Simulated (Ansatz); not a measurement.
# Straining LiPS3 (C2/m): density functionals against G0W0, part 2 of 3

Aim: how the gap of LiPS3 (C2/m) follows strain, by a semilocal functional, a hybrid and G0W0.

Ansatz 0.2.0; a semilocal functional, HSE06 and G0W0, plane waves, PAW. Known limits of the many-body steps: not at the basis limit; coarse k mesh.

So far. Step 10 (Hydrostatic -3.0 %: HSE06): The gap stands +1.04 eV against PBE. Step 12 (Hydrostatic +1.0 %: PBE): The gap is indirect, with the least direct gap 0.35 eV higher.

### Step 13. Hydrostatic +1.0 %: G0W0

This step: G0W0 on PBE, plane waves, PAW; PAW set soft_1.

input.yaml

```yaml
crystal:
  lattice:
    - [5.613378, -3.538535, 0.0]
    - [5.613378, 3.538535, 0.0]
    - [-3.8337474575, 0.0, 5.3605136634]
  atoms:
    - { symbol: Li, position: [0.758452996, 0.241547004, 0.0] }
    - { symbol: Li, position: [0.241547004, 0.758452996, 0.0] }
    - { symbol: P, position: [0.1521445617, 0.1521445617, 0.5756000867] }
    - { symbol: P, position: [0.8478554383, 0.8478554383, 0.4243999133] }
    - { symbol: S, position: [0.2216896845, 0.7783103155, 0.5] }
    - { symbol: S, position: [0.7783103155, 0.2216896845, 0.5] }
    - { symbol: S, position: [0.1938198191, 0.1938198191, 0.3171632839] }
    - { symbol: S, position: [0.8061801809, 0.8061801809, 0.6828367161] }
    - { symbol: S, position: [0.321420614, 0.321420614, 0.9343027651] }
    - { symbol: S, position: [0.678579386, 0.678579386, 0.0656972349] }
kpoints:
  mp_grid: { grid: [2, 2, 2] }
hamiltonian:
  xc: pbe
  pseudopotentials: { kind: paw, azcp: { folder: soft_1 } }
scf:
  occupations: { method: fixed }
gw:
  n_empty_bands: 777
  ecut_chi: 140
  qp_bands: [v3, c3]
  qp_kpoints: band_edges
  screening: { model: contour_deformation }
```

Started as:

```bash
> ansatz run input.yaml --threads 2 --pin off --max-ram 92160MiB --backend cuda --events-out ev --progress --plain --runs-dir out --devices 1 --max-vram 13GiB
```

It took 18 s on 1 × NVIDIA H100 80GB HBM3 (shared by 6 runs) with 2 threads of AMD EPYC 7R13 (Zen 3), shared host; peak memory 2 GiB.

Numbers from this step:

```yaml
bands_summed: 803
rpa_eps_infinity_on_this_mesh_eigenvalues: 4.320, 4.658, 5.979
plane_waves_in_the_screening_matrix: 797
g0w0_gap_on_the_mesh: 3.209 eV
k_of_the_valence_top: 0, 0, 0
k_of_the_conduction_bottom: 0, 0, -0.5
starting_gap_on_the_mesh: 1.735 eV
least_direct_g0w0_gap_on_the_computed_points: 3.553 eV
```

The gap on the mesh goes from 1.74 eV to 3.21 eV, a correction of +1.47 eV. Between the two edge states, bare exchange in place of the xc potential would open the gap by 7.72 eV, and correlation takes back 6.24 eV.

### Step 14. Hydrostatic +1.0 %: HSE06

This step: DFT, HSE06, plane waves, PAW; PAW set soft_1.

Edit input.yaml of step 13 so:

```diff
@@ -17,5 +17,17 @@
 kpoints:
-  mp_grid: { grid: [2, 2, 2] }
+  mp_grid: { grid: [2, 2, 4] }
+  band_path:
+    path:
+      - [0.0, 0.0, 0.0]
+      - [-0.400156, 0.400156, 0.0]
+      - [-0.599844, -0.400156, 0.0]
+      - [-0.5, -0.5, 0.0]
+      - [-0.5, -0.5, 0.5]
+      - [-0.74864416, -0.25135584, 0.5]
+      - [-0.25135584, 0.25135584, 0.5]
+      - [0.0, 0.0, 0.5]
+      - [-0.1, -0.1, 0.0]
+    npoints: 1
 hamiltonian:
-  xc: pbe
+  xc: hse06
   pseudopotentials: { kind: paw, azcp: { folder: soft_1 } }
@@ -23,7 +35,4 @@
   occupations: { method: fixed }
-gw:
-  n_empty_bands: 777
-  ecut_chi: 140
-  qp_bands: [v3, c3]
-  qp_kpoints: band_edges
-  screening: { model: contour_deformation }
+  n_extra_bands: 7
+output:
+  eigenvalues: true
```

Wall time 25 s (1 × NVIDIA H100 80GB HBM3 (shared by 6 runs) with 2 threads); peak memory 1.1 GiB; 31 s of CPU time.

This step gave:

```yaml
gap: 2.806 eV
valence_top_at: Γ
conduction_bottom_at: A
least_direct_gap: 3.158 eV
```

The gap stands +1.06 eV against PBE.

### Step 15. Uniaxial along z +0.5 %: relaxing the ions

This step: DFT, PBE, plane waves, PAW; PAW set soft_1.

The cell differs from the one that the last finished run ended in (a 6.636 → 6.570 Å, b 6.636 → 6.570 Å, c 6.590 → 6.547 Å).

input.yaml

```yaml
crystal:
  lattice:
    - [5.5578, -3.5035, 0.0]
    - [5.5578, 3.5035, 0.0]
    - [-3.7957895619, 0.0, 5.3339764671]
  atoms:
    - { symbol: Li, position: [0.7591184309, 0.2408815691, 0.0] }
    - { symbol: Li, position: [0.2408815691, 0.7591184309, 0.0] }
    - { symbol: P, position: [0.1535229576, 0.1535229576, 0.5780140654] }
    - { symbol: P, position: [0.8464770424, 0.8464770424, 0.4219859346] }
    - { symbol: S, position: [0.2240344925, 0.7759655075, 0.5] }
    - { symbol: S, position: [0.7759655075, 0.2240344925, 0.5] }
    - { symbol: S, position: [0.197106774, 0.197106774, 0.3187113102] }
    - { symbol: S, position: [0.802893226, 0.802893226, 0.6812886898] }
    - { symbol: S, position: [0.3227742362, 0.3227742362, 0.940813349] }
    - { symbol: S, position: [0.6772257638, 0.6772257638, 0.059186651] }
kpoints:
  mp_grid: { grid: [4, 4, 4] }
hamiltonian:
  xc: pbe
  pseudopotentials: { kind: paw, azcp: { folder: soft_1 } }
scf:
  occupations: { method: fermi_dirac, width: 0.02 }
relax:
  f_tol: 0.01
output:
  write_density: true
  write_potential: true
  elf: true
  volumetric_format: npy
```

Elapsed: 11 s, on 1 × NVIDIA H100 80GB HBM3 (shared by 6 runs) with 2 threads; peak memory 1 GiB; 7.3 s of CPU time.

Relaxation path:

| step | energy less that of the first step (eV) | largest force component (eV/Å) |
| --- | --- | --- |
| 1 | 0.0000 | 0.1777 |
| 2 | -0.0018 | 0.0367 |
| 3 | -0.0020 | 0.0071 |

Forces are held to the 4 operations that the run works with; a distortion that breaks them can't arise in this run.

The atoms that moved most (Å):

| atom | dx | dy | dz | length |
| --- | --- | --- | --- | --- |
| S9 | 0.001 | 0.000 | -0.012 | 0.012 |
| S10 | -0.001 | 0.000 | 0.012 | 0.012 |

The relaxed structure:

```cif
data_structure
_symmetry_space_group_name_H-M 'P 1'
_symmetry_Int_Tables_number 1
_cell_length_a 6.5699
_cell_length_b 6.5699
_cell_length_c 6.5467
_cell_angle_alpha 119.372
_cell_angle_beta 119.372
_cell_angle_gamma 64.453
_cell_volume 207.72
loop_
_atom_site_label
_atom_site_type_symbol
_atom_site_fract_x
_atom_site_fract_y
_atom_site_fract_z
_atom_site_occupancy
Li1 Li 0.75916 0.24084 0.00000 1
Li2 Li 0.24084 0.75916 0.00000 1
P3 P 0.15333 0.15333 0.57740 1
P4 P 0.84667 0.84667 0.42260 1
S5 S 0.22405 0.77595 0.50000 1
S6 S 0.77595 0.22405 0.50000 1
S7 S 0.19698 0.19698 0.31890 1
S8 S 0.80302 0.80302 0.68110 1
S9 S 0.32212 0.32212 0.93852 1
S10 S 0.67788 0.67788 0.06148 1
```

### Step 16. Uniaxial along z +0.5 %: PBE

input.yaml

```yaml
crystal:
  lattice:
    - [5.5578, -3.5035, 0.0]
    - [5.5578, 3.5035, 0.0]
    - [-3.7957895619, 0.0, 5.3339764671]
  atoms:
    - { symbol: Li, position: [0.7591574428, 0.2408425572, 0.0] }
    - { symbol: Li, position: [0.2408425572, 0.7591574428, 0.0] }
    - { symbol: P, position: [0.1533266722, 0.1533266722, 0.577396024] }
    - { symbol: P, position: [0.8466733278, 0.8466733278, 0.422603976] }
    - { symbol: S, position: [0.2240491899, 0.7759508101, 0.5] }
    - { symbol: S, position: [0.7759508101, 0.2240491899, 0.5] }
    - { symbol: S, position: [0.19697512, 0.19697512, 0.3189022095] }
    - { symbol: S, position: [0.80302488, 0.80302488, 0.6810977905] }
    - { symbol: S, position: [0.3221203266, 0.3221203266, 0.938520907] }
    - { symbol: S, position: [0.6778796734, 0.6778796734, 0.061479093] }
kpoints:
  mp_grid: { grid: [4, 4, 4] }
  band_path:
    path:
      - [0.0, 0.0, 0.0]
      - [-0.400156, 0.400156, 0.0]
      - [-0.599844, -0.400156, 0.0]
      - [-0.5, -0.5, 0.0]
      - [-0.5, -0.5, 0.5]
      - [-0.74864416, -0.25135584, 0.5]
      - [-0.25135584, 0.25135584, 0.5]
      - [0.0, 0.0, 0.5]
      - [-0.1, -0.1, 0.0]
    npoints: 1
hamiltonian:
  xc: pbe
  pseudopotentials: { kind: paw, azcp: { folder: soft_1 } }
scf:
  occupations: { method: fermi_dirac, width: 0.02 }
  n_extra_bands: 7
output:
  eigenvalues: true
  forces: true
  stress: true
  write_density: true
  write_potential: true
  elf: true
  volumetric_format: npy
```

Wall time 8.7 s (1 × NVIDIA H100 80GB HBM3 (shared by 6 runs) with 2 threads); peak memory 1 GiB; 5.8 s of CPU time.

Numbers from this step:

```
pressure             : 0.9605 GPa
gap                  : 1.745 eV
valence top at       : Γ
conduction bottom at : A
least direct gap     : 2.101 eV
```

The gap is indirect, with the least direct gap 0.36 eV higher.

### Step 17. Uniaxial along z +0.5 %: G0W0

This step: G0W0 on PBE, plane waves, PAW; PAW set soft_1.

input.yaml, the sections that differ from step 16:

```yaml
kpoints:
  mp_grid: { grid: [2, 2, 2] }
scf:
  occupations: { method: fixed }
gw:
  n_empty_bands: 777
  ecut_chi: 140
  qp_bands: [v3, c3]
  qp_kpoints: band_edges
  screening: { model: contour_deformation }
# crystal, hamiltonian: as in step 16
# output: removed
```

Elapsed: 16 s, on 1 × NVIDIA H100 80GB HBM3 (shared by 6 runs) with 2 threads; peak memory 2 GiB; 24 s of CPU time.

Numbers from this step:

```
bands summed                                 : 803
RPA ε∞ on this mesh (eigenvalues)            : 4.557, 4.839, 6.271
plane waves in the screening matrix          : 793
G0W0 gap on the mesh                         : 3.170 eV
k of the valence top                         : 0, 0, 0
k of the conduction bottom                   : 0, 0, -0.5
starting gap on the mesh                     : 1.738 eV
least direct G0W0 gap on the computed points : 3.524 eV
```

The gap on the mesh goes from 1.74 eV to 3.17 eV, a correction of +1.43 eV. Between the two edge states, bare exchange in place of the xc potential would open the gap by 7.71 eV, and correlation takes back 6.28 eV.

### Step 18. Uniaxial along z +0.5 %: HSE06

This step: DFT, HSE06, plane waves, PAW; PAW set soft_1.

Edit input.yaml of step 17 so:

```diff
@@ -17,5 +17,17 @@
 kpoints:
-  mp_grid: { grid: [2, 2, 2] }
+  mp_grid: { grid: [2, 2, 4] }
+  band_path:
+    path:
+      - [0.0, 0.0, 0.0]
+      - [-0.400156, 0.400156, 0.0]
+      - [-0.599844, -0.400156, 0.0]
+      - [-0.5, -0.5, 0.0]
+      - [-0.5, -0.5, 0.5]
+      - [-0.74864416, -0.25135584, 0.5]
+      - [-0.25135584, 0.25135584, 0.5]
+      - [0.0, 0.0, 0.5]
+      - [-0.1, -0.1, 0.0]
+    npoints: 1
 hamiltonian:
-  xc: pbe
+  xc: hse06
   pseudopotentials: { kind: paw, azcp: { folder: soft_1 } }
@@ -23,7 +35,8 @@
   occupations: { method: fixed }
-gw:
-  n_empty_bands: 777
-  ecut_chi: 140
-  qp_bands: [v3, c3]
-  qp_kpoints: band_edges
-  screening: { model: contour_deformation }
+  n_extra_bands: 7
+output:
+  eigenvalues: true
+  write_density: true
+  write_potential: true
+  elf: true
+  volumetric_format: npy
```

Wall time 17 s (1 × NVIDIA H100 80GB HBM3 (shared by 6 runs) with 2 threads); peak memory 1.1 GiB; 25 s of CPU time.

Numbers from this step:

| Quantity | Value |
| --- | --- |
| gap | 2.805 eV |
| valence top at | Γ |
| conduction bottom at | A |
| least direct gap | 3.163 eV |

The gap stands +1.06 eV against PBE.

### Step 19. Biaxial in xy -4.0 %: relaxing the ions

This step: DFT, PBE, plane waves, PAW; PAW set soft_1.

The cell differs from the one that the last finished run ended in (a 6.570 → 6.307 Å, b 6.570 → 6.307 Å, c 6.547 → 6.438 Å, α 119.4 → 118.6°, β 119.4 → 118.6°).

input.yaml

```yaml
crystal:
  lattice:
    - [5.335488, -3.36336, 0.0]
    - [5.335488, 3.36336, 0.0]
    - [-3.6439579794, 0.0, 5.3074392707]
  atoms:
    - { symbol: Li, position: [0.7591184309, 0.2408815691, 0.0] }
    - { symbol: Li, position: [0.2408815691, 0.7591184309, 0.0] }
    - { symbol: P, position: [0.1535229576, 0.1535229576, 0.5780140654] }
    - { symbol: P, position: [0.8464770424, 0.8464770424, 0.4219859346] }
    - { symbol: S, position: [0.2240344925, 0.7759655075, 0.5] }
    - { symbol: S, position: [0.7759655075, 0.2240344925, 0.5] }
    - { symbol: S, position: [0.197106774, 0.197106774, 0.3187113102] }
    - { symbol: S, position: [0.802893226, 0.802893226, 0.6812886898] }
    - { symbol: S, position: [0.3227742362, 0.3227742362, 0.940813349] }
    - { symbol: S, position: [0.6772257638, 0.6772257638, 0.059186651] }
kpoints:
  mp_grid: { grid: [4, 4, 4] }
hamiltonian:
  xc: pbe
  pseudopotentials: { kind: paw, azcp: { folder: soft_1 } }
scf:
  occupations: { method: fermi_dirac, width: 0.02 }
relax:
  f_tol: 0.01
```

The job ended after 6.5 s (1 × NVIDIA H100 80GB HBM3 (shared by 6 runs) with 2 threads; peak memory 0.95 GiB).

Step by step:

| step | energy less that of the first step (eV) | largest force component (eV/Å) |
| --- | --- | --- |
| 1 | 0.0000 | 1.8312 |
| 2 | -0.1835 | 0.5272 |
| 3 | -0.2167 | 0.1745 |
| 4 | -0.2187 | 0.0127 |
| 5 | -0.2188 | 0.0103 |
| 6 | -0.2188 | 0.0021 |

The run keeps the 4 symmetry operations that it works with, so distortions that break them were not tested.

The atoms that moved most (Å):

| atom | dx | dy | dz | length |
| --- | --- | --- | --- | --- |
| S8 | -0.083 | 0.000 | -0.016 | 0.085 |
| S7 | 0.083 | 0.000 | 0.016 | 0.085 |
| S5 | 0.000 | -0.069 | 0.000 | 0.069 |
| S6 | 0.000 | 0.069 | 0.000 | 0.069 |
| S10 | 0.021 | 0.000 | -0.033 | 0.039 |
| S9 | -0.021 | 0.000 | 0.033 | 0.039 |
| P3 | 0.025 | 0.000 | 0.021 | 0.032 |
| P4 | -0.025 | 0.000 | -0.021 | 0.032 |

### Step 20. Biaxial in xy -4.0 %: PBE

input.yaml

```yaml
crystal:
  lattice:
    - [5.335488, -3.36336, 0.0]
    - [5.335488, 3.36336, 0.0]
    - [-3.6439579794, 0.0, 5.3074392707]
  atoms:
    - { symbol: Li, position: [0.7635667146, 0.2364332854, 0.0] }
    - { symbol: Li, position: [0.2364332854, 0.7635667146, 0.0] }
    - { symbol: P, position: [0.1571695114, 0.1571695114, 0.5819524683] }
    - { symbol: P, position: [0.8428304886, 0.8428304886, 0.4180475317] }
    - { symbol: S, position: [0.2343155818, 0.7656844182, 0.5] }
    - { symbol: S, position: [0.7656844182, 0.2343155818, 0.5] }
    - { symbol: S, position: [0.2059634356, 0.2059634356, 0.3217522443] }
    - { symbol: S, position: [0.7940365644, 0.7940365644, 0.6782477557] }
    - { symbol: S, position: [0.3228781808, 0.3228781808, 0.947011513] }
    - { symbol: S, position: [0.6771218192, 0.6771218192, 0.052988487] }
kpoints:
  mp_grid: { grid: [4, 4, 4] }
  band_path:
    path:
      - [0.0, 0.0, 0.0]
      - [-0.400156, 0.400156, 0.0]
      - [-0.599844, -0.400156, 0.0]
      - [-0.5, -0.5, 0.0]
      - [-0.5, -0.5, 0.5]
      - [-0.74864416, -0.25135584, 0.5]
      - [-0.25135584, 0.25135584, 0.5]
      - [0.0, 0.0, 0.5]
      - [-0.1, -0.1, 0.0]
    npoints: 1
hamiltonian:
  xc: pbe
  pseudopotentials: { kind: paw, azcp: { folder: soft_1 } }
scf:
  occupations: { method: fermi_dirac, width: 0.02 }
  n_extra_bands: 7
output:
  eigenvalues: true
  forces: true
  stress: true
```

It took 5.9 s on 1 × NVIDIA H100 80GB HBM3 (shared by 6 runs) with 2 threads; peak memory 0.92 GiB.

This step gave:

```yaml
pressure: 3.356 GPa
gap: 1.847 eV
valence_top_at: Γ
conduction_bottom_at: A
least_direct_gap: 2.172 eV
```

The gap is indirect, with the least direct gap 0.33 eV higher.

### Step 21. Biaxial in xy -4.0 %: G0W0

This step: G0W0 on PBE, plane waves, PAW; PAW set soft_1.

input.yaml, the sections that differ from step 20:

```yaml
kpoints:
  mp_grid: { grid: [2, 2, 2] }
scf:
  occupations: { method: fixed }
gw:
  n_empty_bands: 777
  ecut_chi: 140
  qp_bands: [v3, c3]
  qp_kpoints: band_edges
  screening: { model: contour_deformation }
# crystal, hamiltonian: as in step 20
# output: removed
```

It took 11 s on 1 × NVIDIA H100 80GB HBM3 (shared by 6 runs) with 2 threads; peak memory 1.8 GiB; 16 s of CPU time.

Numbers from this step:

```yaml
bands_summed: 803
rpa_eps_infinity_on_this_mesh_eigenvalues: 5.544, 5.593, 7.413
plane_waves_in_the_screening_matrix: 707
g0w0_gap_on_the_mesh: 3.128 eV
k_of_the_valence_top: 0, 0, 0
k_of_the_conduction_bottom: 0, 0, -0.5
starting_gap_on_the_mesh: 1.834 eV
least_direct_g0w0_gap_on_the_computed_points: 3.498 eV
```

The gap on the mesh goes from 1.83 eV to 3.13 eV, a correction of +1.29 eV. Between the two edge states, bare exchange in place of the xc potential would open the gap by 7.70 eV, and correlation takes back 6.41 eV.

### Step 22. Biaxial in xy -4.0 %: HSE06

This step: DFT, HSE06, plane waves, PAW; PAW set soft_1.

Edit input.yaml of step 21 so:

```diff
@@ -17,5 +17,17 @@
 kpoints:
-  mp_grid: { grid: [2, 2, 2] }
+  mp_grid: { grid: [2, 2, 4] }
+  band_path:
+    path:
+      - [0.0, 0.0, 0.0]
+      - [-0.400156, 0.400156, 0.0]
+      - [-0.599844, -0.400156, 0.0]
+      - [-0.5, -0.5, 0.0]
+      - [-0.5, -0.5, 0.5]
+      - [-0.74864416, -0.25135584, 0.5]
+      - [-0.25135584, 0.25135584, 0.5]
+      - [0.0, 0.0, 0.5]
+      - [-0.1, -0.1, 0.0]
+    npoints: 1
 hamiltonian:
-  xc: pbe
+  xc: hse06
   pseudopotentials: { kind: paw, azcp: { folder: soft_1 } }
@@ -23,7 +35,8 @@
   occupations: { method: fixed }
-gw:
-  n_empty_bands: 777
-  ecut_chi: 140
-  qp_bands: [v3, c3]
-  qp_kpoints: band_edges
-  screening: { model: contour_deformation }
+  n_extra_bands: 7
+output:
+  eigenvalues: true
+  write_density: true
+  write_potential: true
+  elf: true
+  volumetric_format: npy
```

It took 18 s on 1 × NVIDIA H100 80GB HBM3 (shared by 6 runs) with 2 threads; peak memory 1.1 GiB.

This step gave:

```yaml
gap: 2.891 eV
valence_top_at: k = (-0.100, -0.100, 0.000)
conduction_bottom_at: A
least_direct_gap: 3.205 eV
```

The gap stands +1.04 eV against PBE.

### Step 23. Uniaxial along x +2.0 %: relaxing the ions

This step: DFT, PBE, plane waves, PAW; PAW set soft_1.

The cell differs from the one that the last finished run ended in (a 6.307 → 6.664 Å, b 6.307 → 6.664 Å, c 6.438 → 6.570 Å, α 118.6 → 120.1°, β 118.6 → 120.1°, γ 64.5 → 63.4°).

input.yaml

```yaml
crystal:
  lattice:
    - [5.668956, -3.5035, 0.0]
    - [5.668956, 3.5035, 0.0]
    - [-3.8717053531, 0.0, 5.3074392707]
  atoms:
    - { symbol: Li, position: [0.7591184309, 0.2408815691, 0.0] }
    - { symbol: Li, position: [0.2408815691, 0.7591184309, 0.0] }
    - { symbol: P, position: [0.1535229576, 0.1535229576, 0.5780140654] }
    - { symbol: P, position: [0.8464770424, 0.8464770424, 0.4219859346] }
    - { symbol: S, position: [0.2240344925, 0.7759655075, 0.5] }
    - { symbol: S, position: [0.7759655075, 0.2240344925, 0.5] }
    - { symbol: S, position: [0.197106774, 0.197106774, 0.3187113102] }
    - { symbol: S, position: [0.802893226, 0.802893226, 0.6812886898] }
    - { symbol: S, position: [0.3227742362, 0.3227742362, 0.940813349] }
    - { symbol: S, position: [0.6772257638, 0.6772257638, 0.059186651] }
kpoints:
  mp_grid: { grid: [4, 4, 4] }
hamiltonian:
  xc: pbe
  pseudopotentials: { kind: paw, azcp: { folder: soft_1 } }
scf:
  occupations: { method: fermi_dirac, width: 0.02 }
relax:
  f_tol: 0.01
output:
  write_density: true
  write_potential: true
  elf: true
  volumetric_format: npy
```

Elapsed: 11 s, on 1 × NVIDIA H100 80GB HBM3 (shared by 6 runs) with 2 threads; peak memory 1 GiB.

The steps of the relaxation:

| step | energy less that of the first step (eV) | largest force component (eV/Å) |
| --- | --- | --- |
| 1 | 0.0000 | 0.3621 |
| 2 | -0.0131 | 0.1972 |
| 3 | -0.0190 | 0.0667 |
| 4 | -0.0194 | 0.0142 |
| 5 | -0.0194 | 0.0124 |
| 6 | -0.0195 | 0.0004 |

The run keeps the 4 symmetry operations that it works with, so distortions that break them were not tested.

The atoms that moved most (Å):

| atom | dx | dy | dz | length |
| --- | --- | --- | --- | --- |
| S8 | 0.047 | 0.000 | 0.001 | 0.047 |
| S7 | -0.047 | 0.000 | -0.001 | 0.047 |
| P3 | -0.018 | 0.000 | -0.003 | 0.018 |
| P4 | 0.018 | 0.000 | 0.003 | 0.018 |
| Li2 | 0.000 | -0.018 | 0.000 | 0.018 |
| Li1 | 0.000 | 0.018 | 0.000 | 0.018 |
| S10 | 0.009 | 0.000 | 0.006 | 0.011 |
| S9 | -0.009 | 0.000 | -0.006 | 0.011 |

(Continued in part 3 of 3.)

[Paths, hosts, dates, memory and timing lines, banners, echoed tables and standing remarks are left out of the program output.]

[Logs are printed without paths, hosts, clocks, repeated set-up lines and the standing remarks that a program may print on its own settings, such as how far it seeks lower states.]

[Runs of the session that timed out or met a known fault of the program may be left out.]

[Cells called generated may have been cut or substituted from an entry of the Crystallography Open Database or the Materials Project.]

[Hosts, paths, dates, database ids (printed as entryN), source tags and the programs' standing remarks are cut or masked in the printed files.]
